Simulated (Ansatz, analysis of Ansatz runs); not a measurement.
# Migration barrier of interstitial H in hcp Mg, hop from a tetrahedral to the next octahedral site (PBE)

How near does this set-up come to the measured migration barrier? Subject: interstitial H in hcp Mg, hop from a tetrahedral to the next octahedral site. Set-up: PBE, 36-site cell, PBE lattice, 420 eV, k: 3x3x3 Gamma-centred, with the key NELECT. The model is a cell of 36 host atoms with 1 H put in. The barrier is the energy of the highest image of a climbing band over the relaxed site that the atom leaves.

Measured beforehand: Migration barrier: 0.25 eV, by permeation (diffusion activation energy, T > 250 K) (quoted in “Explainable Machine Learning for Hydrogen Diffusion in Metals and Random Binary Alloys”, 2023, G. M. Lu et al., quoting earlier work (1999)). The runs below try to reproduce this.

Method: plane-wave PAW DFT, PBE; relaxation of all atoms of a defect supercell, in Ansatz 0.2.0.

## 1. The starting structure

The cell holds 37 atoms: 36 Mg and 1 H. Cell: a = 9.553 Å, b = 9.553 Å, c = 10.439 Å, α = 90.0°, β = 90.0°, γ = 120.0°. It derives from Mg (space group P6_3/mmc). Nearest the centre at fractional (0.444, 0.556, 0.438): H37 at 0.00 Å, Mg6 at 1.95 Å, Mg22 at 1.95 Å, Mg18 at 1.95 Å, Mg19 at 1.96 Å, Mg17 at 3.26 Å, Mg10 at 3.73 Å, Mg2 at 3.73 Å.

The host's primitive cell comes from a first run (plane-wave PAW DFT, PBE; relaxation of the host's cell and atoms): vectors of 3.184, 3.184 and 5.219 Å. That is 22.92 Å³ an atom, 1.4 % under the diffraction cell's volume. The supercell is built on it.

## 2. Relaxation, charge 0

A barrier counts from a true minimum, so both ends of the jump are relaxed first.

Input file start/input.yaml:

```yaml
relax:
  f_tol: 0.02
  max_steps: 80
  escape_saddle: false
crystal:
  lattice:
    - [9.5529461, 0.0, 0.0]
    - [-4.77647305, 8.27309401, 0.0]
    - [0.0, 0.0, 10.43893809]
  atoms:
    - { symbol: Mg, position: [0.111111111, 0.222222222, 0.125] }
    - { symbol: Mg, position: [0.222222222, 0.111111111, 0.375] }
    - { symbol: Mg, position: [0.111111111, 0.222222222, 0.625] }
    - { symbol: Mg, position: [0.222222222, 0.111111111, 0.875] }
    - { symbol: Mg, position: [0.111111111, 0.555555556, 0.125] }
    - { symbol: Mg, position: [0.222222222, 0.444444444, 0.375] }
    - { symbol: Mg, position: [0.111111111, 0.555555556, 0.625] }
    - { symbol: Mg, position: [0.222222222, 0.444444444, 0.875] }
    - { symbol: Mg, position: [0.111111111, 0.888888889, 0.125] }
    - { symbol: Mg, position: [0.222222222, 0.777777778, 0.375] }
    - { symbol: Mg, position: [0.111111111, 0.888888889, 0.625] }
    - { symbol: Mg, position: [0.222222222, 0.777777778, 0.875] }
    - { symbol: Mg, position: [0.444444444, 0.222222222, 0.125] }
    - { symbol: Mg, position: [0.555555556, 0.111111111, 0.375] }
    - { symbol: Mg, position: [0.444444444, 0.222222222, 0.625] }
    - { symbol: Mg, position: [0.555555556, 0.111111111, 0.875] }
    - { symbol: Mg, position: [0.444444444, 0.555555556, 0.125] }
    - { symbol: Mg, position: [0.555555556, 0.444444444, 0.375] }
    - { symbol: Mg, position: [0.444444444, 0.555555556, 0.625] }
    - { symbol: Mg, position: [0.555555556, 0.444444444, 0.875] }
    - { symbol: Mg, position: [0.444444444, 0.888888889, 0.125] }
    - { symbol: Mg, position: [0.555555556, 0.777777778, 0.375] }
    - { symbol: Mg, position: [0.444444444, 0.888888889, 0.625] }
    - { symbol: Mg, position: [0.555555556, 0.777777778, 0.875] }
    - { symbol: Mg, position: [0.777777778, 0.222222222, 0.125] }
    - { symbol: Mg, position: [0.888888889, 0.111111111, 0.375] }
    - { symbol: Mg, position: [0.777777778, 0.222222222, 0.625] }
    - { symbol: Mg, position: [0.888888889, 0.111111111, 0.875] }
    - { symbol: Mg, position: [0.777777778, 0.555555556, 0.125] }
    - { symbol: Mg, position: [0.888888889, 0.444444444, 0.375] }
    - { symbol: Mg, position: [0.777777778, 0.555555556, 0.625] }
    - { symbol: Mg, position: [0.888888889, 0.444444444, 0.875] }
    - { symbol: Mg, position: [0.777777778, 0.888888889, 0.125] }
    - { symbol: Mg, position: [0.888888889, 0.777777778, 0.375] }
    - { symbol: Mg, position: [0.777777778, 0.888888889, 0.625] }
    - { symbol: Mg, position: [0.888888889, 0.777777778, 0.875] }
    - { symbol: H, position: [0.444443999, 0.555556001, 0.4375] }
basis:
  ecutwfc: 420
  xc_grid: 2
hamiltonian:
  xc: pbe
kpoints:
  mp_grid: { grid: [3, 3, 3] }
scf:
  occupations: { method: methfessel_paxton, width: 0.1 }
  max_iter: 80
output:
  forces: true
NELECT: 100
checkpoint:
  write: "../start.run"
  compress: false
  write_wavefunctions: true
  write_every: 100000
```

Launch:

```sh
> ansatz run input.yaml --threads 4 --pin off --max-ram 14131MiB --backend cpu --events-out ev --progress --plain --runs-dir out
```

The log of the run:

```text
Error: YAML parse error: error: line 60 column 1: unknown field `NELECT`, expected one of crystal, accuracy, basis, kpoints, hamiltonian, magnetization, projection, total_charge, correlation, batch, efield, external_charges, scf, relax, neb, saddle, md, ramp, [...]
  --> <input>:60:1
   |
58 | output:
59 |   forces: true
60 | NELECT: 100
   | ^ unknown field `NELECT`, expected one of crystal, accuracy, basis, kpoints, hamiltonian, magnetization, projection, total_charge, correlation, batch, efield, external_charges, scf, relax, neb, saddle, md, ramp, phonons, dielectric, real_time, elastic, [...]
61 | checkpoint:
62 |   write: "../start.run"
   |
```

Elapsed: 0.01 s, on 4 threads of Arm Neoverse V2, shared host; peak memory 0.012 GiB.

The program refused the input before any cycle.

The program's message: “Error: YAML parse error: error: line 60 column 1: unknown field `NELECT`, expected one of crystal, accuracy, basis, kpoints, hamiltonian, magnetization, projection, total_charge, correlation, batch, e …”

## 3. Outcome

The migration barrier was not obtained, because the step “relaxation, charge 0” was refused by the program; the cause lies in the set-up: NELECT is a key of another program. The line has to go: the charge that this chain asks for is set without it.

[Logs are printed without paths, hosts, clocks, repeated set-up lines and the standing remarks that a program may print on its own settings, such as how far it seeks lower states.]

[Hosts, paths, dates, database ids (printed as entryN), source tags and the programs' standing remarks are cut or masked in the printed files.]

[For some hosts the program warned that the k-mesh of the response run may be too coarse for force constants and the static dielectric constant; such warnings are not shown here.]
